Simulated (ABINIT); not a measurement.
# A GW chain in ABINIT: CdTe (F-43m)

How does a plane-wave GW calculation on CdTe (F-43m) run from the first input to the gap?

Program: ABINIT 10.8.3. Level of theory: PBE and many-body steps on it, plane waves. Values are calculated unless marked as measured.

## (1) The system as given

It takes space group F-43m (No. 216, cubic). The conventional cell has a = 6.480 Å, b = 6.480 Å, c = 6.480 Å, α = 90.00°, β = 90.00°, γ = 90.00°. Nearest to Cd lie 4 Te at 2.81 Å. Nearest to Te lie 4 Cd at 2.81 Å. Farther neighbours, and contacts between anions beyond the nearest, are not listed.

Coordinates:

```cif
data_structure
_symmetry_space_group_name_H-M 'P 1'
_symmetry_Int_Tables_number 1
_cell_length_a 4.5821
_cell_length_b 4.5821
_cell_length_c 4.5821
_cell_angle_alpha 60.000
_cell_angle_beta 60.000
_cell_angle_gamma 60.000
_cell_volume 68.02
loop_
_atom_site_label
_atom_site_type_symbol
_atom_site_fract_x
_atom_site_fract_y
_atom_site_fract_z
_atom_site_occupancy
Cd1 Cd 0.00000 0.00000 0.00000 1
Te2 Te 0.25000 0.25000 0.25000 1
```

The cell and positions come from the Crystallography Open Database and are kept as given unless a step says otherwise.

## (2) Ground state

This step: ABINIT 10.8.3; DFT, PBE with spin-orbit coupling, plane waves, norm-conserving pseudopotentials.

The ground-state density comes first.

File run.abi:

```
acell 3*1.0 Angstrom
rprim 
  0.000000000000 3.240000000000 3.240000000000
  3.240000000000 0.000000000000 3.240000000000
  3.240000000000 3.240000000000 0.000000000000
ntypat 2
znucl 48 52
natom 2
typat 1 2
xred 
  0.000000000000 0.000000000000 0.000000000000
  0.250000000000 0.250000000000 0.250000000000
pp_dirpath "pseudos"
pseudos "Cd.upf, Te.upf"
ecut 47
nspinor 2
ngkpt 4 4 4
nshiftk 1
shiftk 0 0 0
kptopt 1
chksymbreak 0
nband 46
occopt 1
tolvrs 1e-10
nstep 60
prtwf 0
optforces 0
optstress 0
indata_prefix "in"
outdata_prefix "out"
tmpdata_prefix "tmp"
```

Launch:

```
$ OMP_NUM_THREADS=1 mpirun -n 16 abinit run.abi > log
```

What it wrote:

```text
.Version 10.8.3 of ABINIT. v10.8.2 released Aug 2026.

 Symmetries : space group F-4 3 m (#216); Bravais cF (face-center cubic)
================================================================================
 Values of the parameters that define the memory need of the present run
     intxc =       0    ionmov =       0      iscf =       7    lmnmax =      18
     lnmax =      18     mgfft =      54  mpssoang =       5    mqgrid =    3001
     natom =       2  nloc_mem =       1    nspden =       1   nspinor =       2
    nsppol =       1      nsym =      24    n1xccc =    2501    ntypat =       2
    occopt =       1   xclevel =       2
-    mband =          46        mffmem =           1         mkmem =           1
       mpw =        7120          nfft =      157464          nkpt =           8
================================================================================
  Rough estimation (10% accuracy) of disk space for files :
================================================================================

--------------------------------------------------------------------------------
------------- Echo of variables that govern the present computation ------------
--------------------------------------------------------------------------------
 -outvars: echo values of preprocessed input variables --------
            acell      1.8897261259E+00  1.8897261259E+00  1.8897261259E+00 Bohr

      chksymbreak           0
             ecut      4.70000000E+01 Hartree
-          fftalg         312

              ixc     -101130
              kpt      0.00000000E+00  0.00000000E+00  0.00000000E+00
                       2.50000000E-01  0.00000000E+00  0.00000000E+00
                       5.00000000E-01  0.00000000E+00  0.00000000E+00
                       2.50000000E-01  2.50000000E-01  0.00000000E+00
                       5.00000000E-01  2.50000000E-01  0.00000000E+00
                      -2.50000000E-01  2.50000000E-01  0.00000000E+00
                       5.00000000E-01  5.00000000E-01  0.00000000E+00
                      -2.50000000E-01  5.00000000E-01  2.50000000E-01
         kptrlatt        4    0    0      0    4    0      0    0    4
          kptrlen      3.46352931E+01
P           mkmem           1
            natom           2
            nband          46
            ngfft          54      54      54
             nkpt           8
          nspinor           2
            nstep          60
             nsym          24
           ntypat           2
              occ      1.000000  1.000000  1.000000  1.000000  1.000000  1.000000
                       1.000000  1.000000  1.000000  1.000000  1.000000  1.000000
                       1.000000  1.000000  1.000000  1.000000  1.000000  1.000000
                       1.000000  1.000000  1.000000  1.000000  1.000000  1.000000
                       1.000000  1.000000  1.000000  1.000000  1.000000  1.000000
                       1.000000  1.000000  1.000000  1.000000  1.000000  1.000000
                       0.000000  0.000000  0.000000  0.000000  0.000000  0.000000
                       0.000000  0.000000  0.000000  0.000000
        optforces           0
        optstress           0
            prtwf           0
            rprim      0.0000000000E+00  3.2400000000E+00  3.2400000000E+00
                       3.2400000000E+00  0.0000000000E+00  3.2400000000E+00
                       3.2400000000E+00  3.2400000000E+00  0.0000000000E+00
          spgroup         216

           tolvrs      1.00000000E-10

             xred      0.0000000000E+00  0.0000000000E+00  0.0000000000E+00
                       2.5000000000E-01  2.5000000000E-01  2.5000000000E-01
            znucl       48.00000   52.00000

================================================================================

 chkinp: Checking input parameters for consistency.

================================================================================
== DATASET  1 ==================================================================
-   mpi_nproc: 16, omp_nthreads: 1 (-1 if OMP is not activated)
-    --> not optimal distribution: autoparal keyword recommended in input file <--

--- !DatasetInfo
iteration_state: {dtset: 1, }
dimensions: {natom: 2, nkpt: 8, mband: 46, nsppol: 1, nspinor: 2, nspden: 1, mpw: 7120, }
cutoff_energies: {ecut:  47.0, pawecutdg:  -1.0, }
electrons: {nelect:   3.60000000E+01, charge:   0.00000000E+00, occopt:   1.00000000E+00, tsmear:   1.00000000E-02, }

 Real(R)+Recip(G) space primitive vectors, cartesian coordinates (Bohr,Bohr^-1):
 R(1)=  0.0000000  6.1227126  6.1227126  G(1)= -0.0816631  0.0816631  0.0816631
 R(2)=  6.1227126  0.0000000  6.1227126  G(2)=  0.0816631 -0.0816631  0.0816631
 R(3)=  6.1227126  6.1227126  0.0000000  G(3)=  0.0816631  0.0816631 -0.0816631
 Unit cell volume ucvol=  4.5905173E+02 bohr^3
 Angles (23,13,12)=  6.00000000E+01  6.00000000E+01  6.00000000E+01 degrees

 getcut: wavevector=  0.0000  0.0000  0.0000  ngfft=  54  54  54
         ecut(hartree)=     47.000   => boxcut(ratio)=   2.02148

--- Pseudopotential description ------------------------------------------------
- Cd Generated using ONCVPSP code by D. R. Hamann
- 48.00000  20.00000  180423                  znucl, zion, pspdat
12 -101130 2 -1 1368                          pspcod,pspxc,lmax,lloc,mmax
     nproj     2     4     4     0
     spin-orbit psp
        nprojso     4     4     0
  pspatm : epsatm=   23.18602207
         --- l  ekb(1:nproj) -->
             0    3.484518   49.532866
             1    9.657145    1.519289    0.012856    0.000063
             2    1.541456   -0.655918    0.017961   -0.000027
  spin-orbit 1   -3.801853    0.411142    0.019680   -0.001553
  spin-orbit 2   -1.207204    0.051413    0.008713   -0.000403
 pspatm: atomic psp has been read  and splines computed

- Te Generated using ONCVPSP code by D. R. Hamann
- 52.00000  16.00000  180423                  znucl, zion, pspdat
12 -101130 2 -1 1324                          pspcod,pspxc,lmax,lloc,mmax
     nproj     2     4     2     0
     spin-orbit psp
        nprojso     4     3     0
  pspatm : epsatm=   36.72688025
         --- l  ekb(1:nproj) -->
             0    0.785628    6.374774
             1    5.643637    1.141599    0.029993    0.000092
             2   -5.981746   -1.855099
  spin-orbit 1    1.051039   -0.374717    0.113279   -0.001595
  spin-orbit 2    0.050434    0.021904   -0.000336
 pspatm: atomic psp has been read  and splines computed

   2.15686448E+03                                ecore*ucvol(ha*bohr**3)
--------------------------------------------------------------------------------

_setup2: Arith. and geom. avg. npw (full set) are    7066.359    7066.337

================================================================================

--- !BeginCycle
iteration_state: {dtset: 1, }
solver: {iscf: 7, nstep: 60, nline: 4, wfoptalg: 0, }
tolerances: {tolvrs: 1.00E-10, }

     iter   Etot(hartree)      deltaE(h)  residm     vres2
 ETOT  1  -277.11392209455    -2.771E+02 3.160E+00 6.375E+03
 ETOT  2  -279.00512046402    -1.891E+00 3.745E-02 9.958E+03
 ETOT  3  -280.00099867821    -9.959E-01 6.294E-02 1.458E+03
 ETOT  4  -280.09971777774    -9.872E-02 9.814E-03 4.713E+02
 ETOT  5  -280.14252549424    -4.281E-02 3.905E-03 5.237E+01
 ETOT  6  -280.14580900603    -3.284E-03 6.179E-04 1.719E+01
 ETOT  7  -280.14738130617    -1.572E-03 1.475E-04 2.134E+00
 ETOT  8  -280.14760392828    -2.226E-04 6.742E-04 1.833E-03
 ETOT  9  -280.14760431619    -3.879E-07 1.197E-04 3.506E-04
 ETOT 10  -280.14760436878    -5.259E-08 5.260E-04 1.745E-06
 ETOT 11  -280.14760436888    -1.013E-10 8.770E-05 9.601E-07
 ETOT 12  -280.14760436899    -1.052E-10 3.720E-04 3.871E-08
 ETOT 13  -280.14760436898     5.059E-12 5.977E-05 5.673E-09
 ETOT 14  -280.14760436899    -7.446E-12 2.444E-04 2.461E-10
 ETOT 15  -280.14760436898     7.390E-12 3.840E-05 1.350E-11

 At SCF step   15       vres2   =  1.35E-11 < tolvrs=  1.00E-10 =>converged.

--- !ResultsGS
iteration_state: {dtset: 1, }
comment   : Summary of ground state results
lattice_vectors:
- [  0.0000000,   6.1227126,   6.1227126, ]
- [  6.1227126,   0.0000000,   6.1227126, ]
- [  6.1227126,   6.1227126,   0.0000000, ]
lattice_lengths: [   8.65882,    8.65882,    8.65882, ]
lattice_angles: [ 60.000,  60.000,  60.000, ] # degrees, (23, 13, 12)
lattice_volume:   4.5905173E+02
convergence: {deltae:  7.390E-12, res2:  1.350E-11, residm:  3.840E-05, diffor:  0.000E+00, }
etotal    :  -2.80147604E+02
entropy   :   0.00000000E+00
fermie    :   1.61975653E-01
cartesian_stress_tensor: null
pressure_GPa: null
xred      :
- [  0.0000E+00,   0.0000E+00,   0.0000E+00, Cd]
- [  2.5000E-01,   2.5000E-01,   2.5000E-01, Te]
cartesian_forces: null
force_length_stats: {min: null, max: null, mean: null, }

 Integrated electronic density in atomic spheres:
 ------------------------------------------------
 Atom  Sphere_radius  Integrated_density
    1        2.00000         17.16023900
    2        2.00000         11.96542171
================================================================================

 ----iterations are completed or convergence reached----

 Mean square residual over all n,k,spin=   11.707E-08; max=  38.397E-06
 reduced coordinates (array xred) for    2 atoms
       0.000000      0.000000      0.000000
       0.250000      0.250000      0.250000
 rms dE/dt=  0.0000E+00; max dE/dt=  0.0000E+00; dE/dt below (all hartree)
    1       0.000000      0.000000      0.000000
    2       0.000000      0.000000      0.000000

 cartesian coordinates (angstrom) at end:
    1      0.000000     0.000000     0.000000
    2      1.620000     1.620000     1.620000
 length scales=  1.889726  1.889726  1.889726 bohr
              =  1.000000  1.000000  1.000000 angstroms
 prteigrs : about to open file out_EIG
 Fermi (or HOMO) energy (hartree) =   0.16198   Average Vxc (hartree)=  -0.33024
 Eigenvalues (hartree) for nkpt=   8  k points:
 kpt#   1, nband= 46, wtk=  0.01563, kpt=  0.0000  0.0000  0.0000 (reduced coord)
  -3.60136   -3.60136   -2.31901   -2.31901   -2.10513   -2.10513   -2.10513   -2.10513
  -1.20281   -1.20281   -1.20281   -1.20281   -1.14911   -1.14911   -1.14892   -1.14892
  -1.14892   -1.14892   -0.25823   -0.25823   -0.16448   -0.16448   -0.16448   -0.16448
  -0.14479   -0.14479   -0.13698   -0.13698   -0.13698   -0.13698    0.13041    0.13041
   0.16198    0.16198    0.16198    0.16198    0.18004    0.18004    0.31233    0.31233
   0.32511    0.32511    0.32511    0.32511    0.42832    0.42832
 prteigrs : prtvol=0 or 1, do not print more k-points.

--- !EnergyTerms
iteration_state     : {dtset: 1, }
comment             : Components of total free energy in Hartree
kinetic             :  1.183417E+02
hartree             :  9.491516E+01
xc                  : -4.885118E+01
Ewald energy        : -1.437642E+02
psp_core            :  4.698522E+00
local_psp           : -2.803663E+02
non_local_psp       : -2.512127E+01
total_energy        : -2.801476E+02
total_energy_eV     : -7.623205E+03
band_energy         : -3.347015E+01

== END DATASET(S) ==============================================================
================================================================================

 -outvars: echo values of variables after computation  --------
           etotal     -2.8014760437E+02
            nband          46
             nkpt           8
          spgroup         216
 [... the other variables as echoed above ...]

 Calculation completed.
```

Run time: 97 s. Hardware: 16 MPI ranks of Arm Neoverse N1, shared host; peak memory 1.7 GiB.

This step gave:

```
total energy               : -7623.2047 eV
gap                        : 0.4914 eV
k of the valence top       : 0, 0, 0
k of the conduction bottom : 0, 0, 0
least direct gap           : 0.4914 eV
```

The gap is direct, at Γ.

(Continued in part 2 of 3.)

[Long decimals in the printed logs are rounded to 6 places.]

[Logs are printed without paths, hosts, clocks, repeated set-up lines and the standing remarks that a program may print on its own settings, such as how far it seeks lower states.]

[Paths, hosts, dates, memory and timing lines, banners, echoed tables and standing remarks are left out of the program output; an Ansatz launch command may be rebuilt from the run's recorded settings. Measured values are a selection of at most five: reports struck by readers or far from the other reports are left out. None is set beside runs whose start may be inverted or whose files or cutoffs have a known fault.]

[Runs of the session that timed out or met a known fault of the program may be left out.]

[Hosts, paths, dates, database ids (printed as entryN), source tags and the programs' standing remarks are cut or masked in the printed files.]

[G0W0 gaps are taken among the corrected bands and points alone; a level outside them can change the order at an edge.]

[Where Ansatz stands beside ABINIT at settings called matched, ABINIT's density can come from a denser mesh and the files from another edition; pairs whose starting gaps differed by over 0.03 eV were left out, so agreement reads better than it is.]
